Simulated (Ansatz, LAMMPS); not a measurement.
# Structural relaxation of glassy 81SiO2-7Na2O-7CaO-4ZnO (mol %) (78 atoms), part 2 of 3

Aim: bring glassy 81SiO2-7Na2O-7CaO-4ZnO (mol %) (78 atoms) to a nearby minimum of the energy and see what moves.

Ansatz 0.2.0; Kohn-Sham DFT, r2SCAN, PAW (set soft_2), plane waves.

The cell: 22 Si, 4 Na, 2 Ca, 1 Zn and 49 O. The quench rate of 100 K/ps is orders of magnitude faster than experiment. The starting topology of bonds comes from the classical model. Sampling is at Γ alone, for a cell whose shortest periodic width is 10 Å.

So far. Step 3 (Single point at the start): Neighbours are counted within 2.08 Å (O-Si), 2.71 Å (O-Na), 2.93 Å (O-Ca), 2.20 Å (O-Zn).

**4. Relaxation**

With the cell held, the atoms are moved downhill towards a nearby minimum.

input.yaml

```yaml
crystal:
  lattice:
    - [10.2339, 0.0, 0.0]
    - [0.0, 10.2339, 0.0]
    - [0.0, 0.0, 10.2339]
  atoms:
    [... the 78 atom lines of step 3 ...]
kpoints:
  mp_grid: { grid: [1, 1, 1] }
hamiltonian:
  xc: r2scan
scf:
  occupations: { method: gaussian, width: 0.025 }
output:
  forces: true
relax:
  f_tol: 0.05
  max_steps: 200
```

Command:

```
> ansatz run input.yaml --threads 4 --pin off --max-ram 8192MiB --backend cpu --events-out ev --progress --plain --runs-dir out
```

Numbers of over 12 decimals in the logs are rounded to 6 here.

The program printed:

```text
[...]
Crystal: 78 atoms, lattice volume = 1071.824 Å³
Basis set: ecut = 500 eV, 27201 PW (Γ), exchange–correlation on 300×300×300 points (64 copies of the dense FFT grid, shifted against one another)
Bands: 303, of which v1, the nominal top of the filled ones, is band 225 counted from 1 (224 counted from 0)
Symmetry: 1 space group operations
[...]
k-points: 1
[...]
SCF iter   1: F=—  HF=-54930.182540 eV  |F-HF|=—  |Δ(HF+E_count)|=         —  Δρ=8.33e-3  dr2=7.10e-1  dr2_τ=6.27e0  ethr=1.77e-3  ⟨swp⟩=7.0  Hψ=1542  notcnv=0  defer=64
[...]
SCF iter   3: F=—  HF=-54932.223844 eV  |F-HF|=—  |Δ(HF+E_count)|=   1.78e-2  Δρ=1.81e-3  dr2=2.39e-2  dr2_τ=1.88e-3  ethr=3.66e-5  ⟨swp⟩=3.0  Hψ=396  notcnv=0  defer=26
automatic band count: iteration 3 solves 260 bands in place of 303: the levels show a gap, and the empty bands left out lie too high to hold charge; the band table lists the bands solved (type scf.n_extra_bands for more)
SCF iter   4: F=—  HF=-54932.216729 eV  |F-HF|=—  |Δ(HF+E_count)|=   7.12e-3  Δρ=6.12e-4  dr2=2.66e-3  dr2_τ=3.00e-4  ethr=5.30e-6  ⟨swp⟩=2.0  Hψ=463  notcnv=0  defer=26
[...]
SCF iter   7: F=-54932.215777 eV  HF=-54932.215773 eV  |F-HF|=4.18e-6  |Δ(HF+E_count)|=   7.70e-6  Δρ=2.21e-5  dr2=5.80e-6  dr2_τ=5.12e-7  ethr=1.39e-8  ⟨swp⟩=4.0  Hψ=867  notcnv=0
SCF 1 converged in 7 iterations: F = -54932.215777 eV  dr2 = 5.80e-6
[...]
relax step   1: F+E_penalty+E_count = -54932.21577690 eV  Δ(F+E_penalty+E_count) = +0.000e0 eV  max|allowed force component| = 4.461e0 eV/Å  Δτ_max = 0.0000 Å  (7 SCF iters, dr2 threshold 6.25e-5 eV, accepted)
[... from here on, the SCF cycles and remarks between the steps are left out ...]
relax step   2: F+E_penalty+E_count = -54935.37185315 eV  Δ(F+E_penalty+E_count) = -3.156e0 eV  max|allowed force component| = 2.922e0 eV/Å  Δτ_max = 0.1958 Å  (7 SCF iters, dr2 threshold 1.00e-4 eV, accepted)
relax step   3: F+E_penalty+E_count = -54937.50202672 eV  Δ(F+E_penalty+E_count) = -2.130e0 eV  max|allowed force component| = 1.115e0 eV/Å  Δτ_max = 0.1581 Å  (7 SCF iters, dr2 threshold 1.00e-4 eV, accepted)
relax step   4: F+E_penalty+E_count = -54937.93919115 eV  Δ(F+E_penalty+E_count) = -4.372e-1 eV  max|allowed force component| = 3.806e-1 eV/Å  Δτ_max = 0.2000 Å  (7 SCF iters, dr2 threshold 1.00e-4 eV, accepted)
relax step   5: F+E_penalty+E_count = -54938.07584217 eV  Δ(F+E_penalty+E_count) = -1.367e-1 eV  max|allowed force component| = 3.014e-1 eV/Å  Δτ_max = 0.0636 Å  (7 SCF iters, dr2 threshold 1.69e-5 eV, accepted)
relax step   6: F+E_penalty+E_count = -54938.13650163 eV  Δ(F+E_penalty+E_count) = -6.066e-2 eV  max|allowed force component| = 3.224e-1 eV/Å  Δτ_max = 0.0481 Å  (7 SCF iters, dr2 threshold 1.06e-5 eV, accepted)
relax step   7: F+E_penalty+E_count = -54938.24886055 eV  Δ(F+E_penalty+E_count) = -1.124e-1 eV  max|allowed force component| = 3.520e-1 eV/Å  Δτ_max = 0.2000 Å  (7 SCF iters, dr2 threshold 6.52e-5 eV, accepted)
relax step   8: F+E_penalty+E_count = -54938.29921808 eV  Δ(F+E_penalty+E_count) = -5.036e-2 eV  max|allowed force component| = 2.134e-1 eV/Å  Δτ_max = 0.2000 Å  (7 SCF iters, dr2 threshold 1.00e-4 eV, accepted)
relax step   9: F+E_penalty+E_count = -54938.33806683 eV  Δ(F+E_penalty+E_count) = -3.885e-2 eV  max|allowed force component| = 1.710e-1 eV/Å  Δτ_max = 0.0889 Å  (7 SCF iters, dr2 threshold 1.67e-5 eV, accepted)
relax step  10: F+E_penalty+E_count = -54938.36609263 eV  Δ(F+E_penalty+E_count) = -2.803e-2 eV  max|allowed force component| = 1.660e-1 eV/Å  Δτ_max = 0.2000 Å  (8 SCF iters, dr2 threshold 1.07e-5 eV, accepted)
relax step  11: F+E_penalty+E_count = -54938.26275350 eV  Δ(F+E_penalty+E_count) = +1.033e-1 eV  max|allowed force component| = 6.229e-1 eV/Å  Δτ_max = 0.2000 Å  (7 SCF iters, dr2 threshold 1.77e-5 eV, rejected (line search))
relax step  12: F+E_penalty+E_count = -54938.39007836 eV  Δ(F+E_penalty+E_count) = -2.399e-2 eV  max|allowed force component| = 9.387e-2 eV/Å  Δτ_max = 0.0692 Å  (10 SCF iters, accepted)
relax step  13: F+E_penalty+E_count = -54938.39343368 eV  Δ(F+E_penalty+E_count) = -3.355e-3 eV  max|allowed force component| = 4.609e-2 eV/Å  Δτ_max = 0.0229 Å  (6 SCF iters, dr2 threshold 2.82e-6 eV, accepted)
relax step  14: F+E_penalty+E_count = -54938.39343434 eV  Δ(F+E_penalty+E_count) = -6.610e-7 eV  max|allowed force component| = 4.616e-2 eV/Å  Δτ_max = 0.0000 Å  (4 SCF iters, accepted)
[...]
SCF iter   2: F=-54938.393434 eV  HF=-54938.393434 eV  |F-HF|=1.51e-9  |Δ(HF+E_count)|=   9.78e-9  Δρ=6.65e-7  dr2=4.65e-9  dr2_τ=3.44e-10  ethr=5.82e-12  ⟨swp⟩=4.0  Hψ=705  notcnv=0
SCF 15 converged in 2 iterations: F = -54938.393434 eV  dr2 = 4.65e-9
SCF converged after 2 iterations
Free energy (F): -54938.393434 eV
[...]
Internal energy: -54938.393434 eV  (E = F + TS)
E sigma→0 (E₀):  -54938.393434 eV
Fermi energy:    5.462526 eV
[...]
--- Forces (eV/Å), atoms counted from 1 ---
  atom   1  Si    -0.00577334    -0.00550427     0.00729843
  atom   2  Si    -0.01101670     0.00252034    -0.00792083
  atom   3  Si     0.01102169     0.01135041    -0.01080112
  atom   4  Si    -0.01269239    -0.02137083     0.01364132
  atom   5  Si     0.00338924    -0.01990922    -0.02537200
  atom   6  Si     0.03647201     0.02922689    -0.03148687
  atom   7  Si    -0.00524701    -0.00109093    -0.00467754
  atom   8  Si     0.01982389    -0.01608601     0.01152295
  atom   9  Si    -0.01695177    -0.00736031    -0.01307291
  atom  10  Si     0.00351672     0.00136866     0.01112073
  atom  11  Si    -0.00451103    -0.03057402     0.00728275
  atom  12  Si    -0.02741549    -0.00972223    -0.00722989
  atom  13  Si    -0.00280793     0.00965132    -0.01573300
  atom  14  Si     0.04190303     0.03345261     0.00751749
[...]
atom  77  O     -0.03369440    -0.01664025     0.02525319
  atom  78  O     -0.01640340     0.01460833     0.00664624
  max |Σ_I F_I| component: 1.58e-4 eV/Å
--- Relaxed structure (14 steps of the walk, 13 accepted, 0 SCFs on fresh bases) ---
  F+E_penalty+E_count = -54938.39343434 eV   max|allowed force component| = 4.616e-2 eV/Å
  atoms:
    - { symbol: Si, position: [0.781222, 0.219481, 0.918699] }
    - { symbol: Si, position: [0.019739, 0.018680, 0.879617] }
    - { symbol: Si, position: [0.211248, 0.221659, 0.800519] }
    - { symbol: Si, position: [0.746861, 0.626883, 0.601611] }
[...]
- { symbol: O, position: [0.815832, 0.406954, 0.286690] }
```

The job ended after 4.4 min (4 threads of Arm Neoverse V2, shared host; peak memory 2.6 GiB; 17 min of CPU time).

The steps of the relaxation:

| step | energy less that of the first step (eV) | largest force component (eV/Å) |
| --- | --- | --- |
| 1 | 0.0000 | 4.4612 |
| 2 | -3.1561 | 2.9216 |
| 3 | -5.2863 | 1.1150 |
| 4 | -5.7234 | 0.3806 |
| 5 | -5.8601 | 0.3014 |
| 6 | -5.9207 | 0.3224 |
| 7 | -6.0331 | 0.3520 |
| 8 | -6.0834 | 0.2134 |
| 9 | -6.1223 | 0.1710 |
| 10 | -6.1503 | 0.1660 |
| 11 | -6.0470 | 0.6229 |
| 12 | -6.1743 | 0.0939 |
| 13 | -6.1777 | 0.0461 |
| 14 | -6.1777 | 0.0462 |

Relaxation step 11 was tried and not accepted.

The atoms that moved most (Å):

| atom | dx | dy | dz | length |
| --- | --- | --- | --- | --- |
| O31 | -0.135 | -0.463 | 0.398 | 0.625 |
| O59 | -0.120 | 0.603 | 0.061 | 0.617 |
| O49 | 0.518 | 0.075 | -0.292 | 0.599 |
| O78 | -0.550 | -0.052 | -0.026 | 0.553 |
| O58 | 0.309 | -0.182 | 0.333 | 0.490 |
| O42 | -0.391 | -0.090 | -0.245 | 0.471 |
| O37 | -0.054 | 0.275 | 0.360 | 0.456 |
| O40 | -0.139 | -0.002 | -0.411 | 0.433 |

The relaxation changed the energy by -79.2 meV/atom, and atoms moved by 0.25 Å r.m.s., 0.62 Å at most.

**5. Local order after relaxation**

Bonds before and after, by the cutoffs listed below:

| pair | bonds before | bonds after | mean before (Å) | mean after (Å) | spread before (Å) | spread after (Å) |
| --- | --- | --- | --- | --- | --- | --- |
| O-Si | 88 | 88 | 1.617 | 1.627 | 0.050 | 0.029 |
| O-Ca | 10 | 10 | 2.445 | 2.431 | 0.126 | 0.211 |
| O-Zn | 3 | 4 | 1.971 | 1.990 | 0.034 | 0.118 |

Density 2.54 g/cm³, 13.74 Å³ an atom.

g(r), total and by pair (bins of 0.2 Å):

| r (Å) | total | O-O | O-Si | O-Na | O-Ca | O-Zn | Si-Si |
| --- | --- | --- | --- | --- | --- | --- | --- |
| 1.50 | 0.85 | 0.00 | 2.40 | 0.00 | 0.00 | 0.00 | 0.00 |
| 1.70 | 3.82 | 0.00 | 10.80 | 0.00 | 0.00 | 0.00 | 0.00 |
| 1.90 | 0.08 | 0.00 | 0.00 | 0.00 | 0.00 | 4.95 | 0.00 |
| 2.10 | 0.12 | 0.00 | 0.00 | 0.46 | 0.92 | 3.95 | 0.00 |
| 2.30 | 0.35 | 0.00 | 0.00 | 3.28 | 4.17 | 0.00 | 0.00 |
| 2.50 | 0.87 | 1.91 | 0.00 | 1.44 | 0.71 | 0.00 | 0.00 |
| 2.70 | 1.99 | 4.60 | 0.00 | 1.48 | 1.76 | 0.00 | 0.23 |
| 2.90 | 0.40 | 0.56 | 0.09 | 0.25 | 0.00 | 0.00 | 1.42 |
| 3.10 | 0.99 | 0.81 | 0.29 | 0.88 | 0.00 | 0.00 | 4.81 |
| 3.30 | 0.77 | 0.55 | 0.75 | 0.63 | 0.00 | 1.55 | 0.84 |
| 3.50 | 0.82 | 0.63 | 0.93 | 0.88 | 1.10 | 1.49 | 0.00 |
| 3.70 | 1.11 | 0.78 | 1.73 | 0.97 | 0.98 | 0.62 | 0.00 |
| 3.90 | 1.08 | 0.82 | 1.52 | 1.00 | 1.74 | 0.00 | 0.58 |
| 4.10 | 1.22 | 0.62 | 1.94 | 1.31 | 1.31 | 1.56 | 0.93 |
| 4.30 | 1.03 | 0.68 | 1.50 | 1.64 | 0.69 | 0.00 | 0.76 |
| 4.50 | 0.98 | 0.92 | 0.86 | 1.17 | 1.50 | 2.58 | 1.12 |
| 4.70 | 1.02 | 1.22 | 0.68 | 0.89 | 1.37 | 1.20 | 1.35 |
| 4.90 | 1.13 | 1.48 | 0.66 | 1.46 | 0.55 | 0.74 | 1.82 |

Bonds by pair of elements; cutoffs follow the first minimum of g(r), held within bounds set by covalent radii, and pairs that aren't listed don't count as bonded:

| pair A-B | cutoff (Å) | bonds | mean length (Å) | spread (Å) | shortest (Å) | B about A | A about B |
| --- | --- | --- | --- | --- | --- | --- | --- |
| O-Si | 2.08 | 88 | 1.63 | 0.029 | 1.54 | 1.80 | 4 |
| O-Na | 2.71 | 15 | 2.38 | 0.141 | 2.18 | 0.306 | 3.75 |
| O-Ca | 2.83 | 10 | 2.43 | 0.211 | 2.19 | 0.204 | 5 |
| O-Zn | 2.2 | 4 | 1.99 | 0.118 | 1.87 | 0.082 | 4 |

The cutoff for O-Na falls short of the minimum of g(r), so counts run low and odd coordinations can be artefacts.

How many atoms have how many bonded neighbours:

| element | mean | 2 | 3 | 4 | 5 |
| --- | --- | --- | --- | --- | --- |
| Ca | 5 | 0 | 0 | 0 | 2 |
| Na | 3.75 | 0 | 2 | 1 | 1 |
| O | 2.39 | 31 | 17 | 1 | 0 |
| Si | 4 | 0 | 0 | 22 | 0 |
| Zn | 4 | 0 | 0 | 1 | 0 |

Bond angles (no mean is given where the spread exceeds 20°):

| angle | count | mean (°) | spread (°) |
| --- | --- | --- | --- |
| O-Si-O | 132 | 109 | 5.3 |
| Si-O-Si | 39 | 142 | 12.8 |
| Na-O-Si | 22 | 113 | 17.9 |
| O-Na-O | 22 | - | - |
| O-Ca-O | 20 | - | - |

Oxygen atoms by the number of network formers (Si, P, Ge, B, Al, As, Ga) bound to them:

| network formers bound to O | O atoms | per cent |
| --- | --- | --- |
| 0 | 0 | 0 |
| 1 | 10 | 20.4 |
| 2 | 39 | 79.6 |

Network units: each former by its oxygen neighbours and how many of them bridge to another former:

| former | O neighbours | bridging O | atoms |
| --- | --- | --- | --- |
| Si | 4 | 3 | 10 |
| Si | 4 | 4 | 12 |

Bond length by coordination (bonds to H left out):

| element | coordination | atoms | mean bond length (Å) |
| --- | --- | --- | --- |
| Na | 3 | 2 | 2.30 |
| Na | 4 | 1 | 2.46 |
| Na | 5 | 1 | 2.43 |
| O | 2 | 31 | 1.65 |
| O | 3 | 17 | 1.98 |
| O | 4 | 1 | 2.07 |

Rings of the network by King's shortest-path rule, up to 12 atoms, one path for each pair of neighbours; H, halogens, alkali and alkaline-earth atoms are left out, and the last column divides by all other atoms, bonded or not:

| ring size (atoms) | rings | per network atom |
| --- | --- | --- |
| 6 | 1 | 0.014 |
| 8 | 2 | 0.028 |
| 10 | 7 | 0.097 |
| 12 | 12 | 0.167 |

The O-Si-O angle averages 109° with a spread of 5°. Counting bonds to Si alone, not to Zn, 80 % of the oxygens join two of these atoms and 20 % one. The commonest Si unit has 4 oxygens, 4 of them shared with other formers (12 of 22 atoms). Rings of 12 atoms are the most common (55 % of those counted); sizes run from 6 to 12, where the search stops.

(Continued in part 3 of 3.)

[Logs are printed without paths, hosts, clocks, repeated set-up lines and the standing remarks that a program may print on its own settings, such as how far it seeks lower states.]

[Hosts, paths, dates, database ids (printed as entryN), source tags and the programs' standing remarks are cut or masked in the printed files.]
